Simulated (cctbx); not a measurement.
**From intensities to atoms**

Cell a = 7.1430 Å, b = 7.1430 Å, c = 5.3440 Å, α = 90.00°, β = 90.00°, γ = 120.00°; space group P6_3/mmc (no. 194); content Sc2 Na6.

Simulated single-crystal data (cctbx): synchrotron X-rays, λ = 0.6889 Å, to d = 0.75 Å, 50 % of the full sphere, strongest reflection 20000 counts, noise from counting, a 6 % proportional error and a noise floor of 15 counts (s.d.); no absorption.

Charge flipping in P1 on normalised amplitudes to 0.8 Å, δ = 1.1 σ, 20 % of the reflections treated as weak, 300 cycles:

```text
cycle      R  skewness
    0  0.508     0.34
   25  0.305     4.23
   50  0.308     4.19
   75  0.268     4.19
  100  0.275     4.06
  125  0.268     4.13
  150  0.262     4.03
  175  0.255     3.93
  200  0.246     3.91
  225  0.255     4.00
  250  0.244     3.95
  275  0.245     3.90
origin shift          correlation  skewness
 0.755  0.260  0.457      0.939      1.99
 0.253  0.258  0.457      0.937      3.27
 0.256  0.759  0.457      0.938      3.51
 0.253  0.258  0.457      0.937      3.27
taken: symmetry correlation 0.938, skewness 3.51
peak      x       y       z  mult  height/sigma
Q1    0.3333  0.6667  0.2500    2     13.8
Q2    0.1401  0.2801  0.7500    6      9.2
Q3    0.0000  0.0000  0.1264    4      2.5
Q4    0.9994  0.4997  0.2500    6      2.4
Q5    0.2242  0.4484  0.7500    6      2.4
Q6    0.1724  0.5862  0.7500    6      1.6
Q7    0.1681  0.3361  0.0120   12      1.5
```

The origin is taken among those within 0.04 of the best correlation, by the skewness of the map.

Run time: 1.1 s on 1 thread of Arm Neoverse N1, on a shared host, peak memory 0.07 GiB.

**Question.** Which peaks are atoms, and which elements?

Heights go roughly as Z and multiplicities must add up to the content. First model: Q1 = Sc1 (2 in the cell, height 13.8) and Q2 = Na1 (6 in the cell, height 9.2). Against the true structure, Q1 is Sc and Q2 is Na; the other peaks are not atoms.

Least squares on F², isotropic:

```text
Rint 0.052, 132 unique reflections to 0.75 A
cycle     R1     wR2    GooF  max shift (A)
   1  0.1565  0.3865  11.022   0.08036
   2  0.0143  0.0359   1.025   0.00000
final R1 0.0143 wR2 0.0359 GooF 1.025  parameters 3  data/parameter 44.0
atom        x        y        z      Ueq    occ   su(xyz)  su(Uiso or U11)
Sc1    0.33333  0.66667  0.25000   0.0096  1.000  0.00000  0.0002
Na1    0.14655  0.29309  0.75000   0.0162  1.000  0.00012  0.0002
difference map: max 0.21 min -0.26 rms 0.06
Q1    0.1068  0.2137  0.7500    6    0.23  0.49 A from Na1
Q2    0.3333  0.6667  0.1702    4    0.22  0.43 A from Sc1
Q3    0.0702  0.2782  0.7500   12    0.21  0.50 A from Na1
Q4    0.0676  0.1352  0.5401   12    0.20  1.49 A from Na1
Q5    0.0000  0.0000  0.1029    4    0.19  1.98 A from Na1
```

Anisotropic refinement:

```text
Rint 0.052, 132 unique reflections to 0.75 A
cycle     R1     wR2    GooF  max shift (A)
   1  0.0143  0.0359   1.037   0.00012
   2  0.0139  0.0322   0.930   0.00000
final R1 0.0139 wR2 0.0322 GooF 0.930  parameters 6  data/parameter 22.0
atom        x        y        z      Ueq    occ   su(xyz)  su(Uiso or U11)
Sc1    0.33333  0.66667  0.25000   0.0095  1.000  0.00000  0.0002
Na1    0.14654  0.29307  0.75000   0.0163  1.000  0.00011  0.0003
difference map: max 0.17 min -0.25 rms 0.06
Q1    0.0650  0.1300  0.5458   12    0.19  1.49 A from Na1
Q2    0.0000  0.0000  0.1133    4    0.17  1.95 A from Na1
Q3    0.1518  0.3035  0.6363   12    0.16  0.61 A from Na1
Q4    0.0954  0.1908  0.7500    6    0.16  0.63 A from Na1
Q5    0.2484  0.6242  0.1100   12    0.15  0.91 A from Sc1
Q6    0.0481  0.4760  0.5864   24    0.14  1.97 A from Na1
```

**Reading.** The refinement ends at R1 = 0.0139, wR2 = 0.0322, GooF = 0.93, with difference density between -0.25 and 0.17 e/Å³. Every site matches the true model in element, within 0.001 Å r.m.s., up to an allowed shift of origin.

True model:

| atom | mult. | x | y | z | Ueq (Å²) |
| --- | --- | --- | --- | --- | --- |
| Sc1 | 2 | 1/3 | 2/3 | 3/4 | 0.0094 |
| Na1 | 6 | 0.8535 | 0.7069 | 3/4 | 0.0161 |

The model was made for the exercise: a known structure type with other elements put in, its volume estimated, not relaxed; displacement parameters are assumed.

[Middle refinement cycles are left out of these outputs.]

[Logs are printed without paths, hosts, clocks, repeated set-up lines and the standing remarks that a program may print on its own settings, such as how far it seeks lower states.]
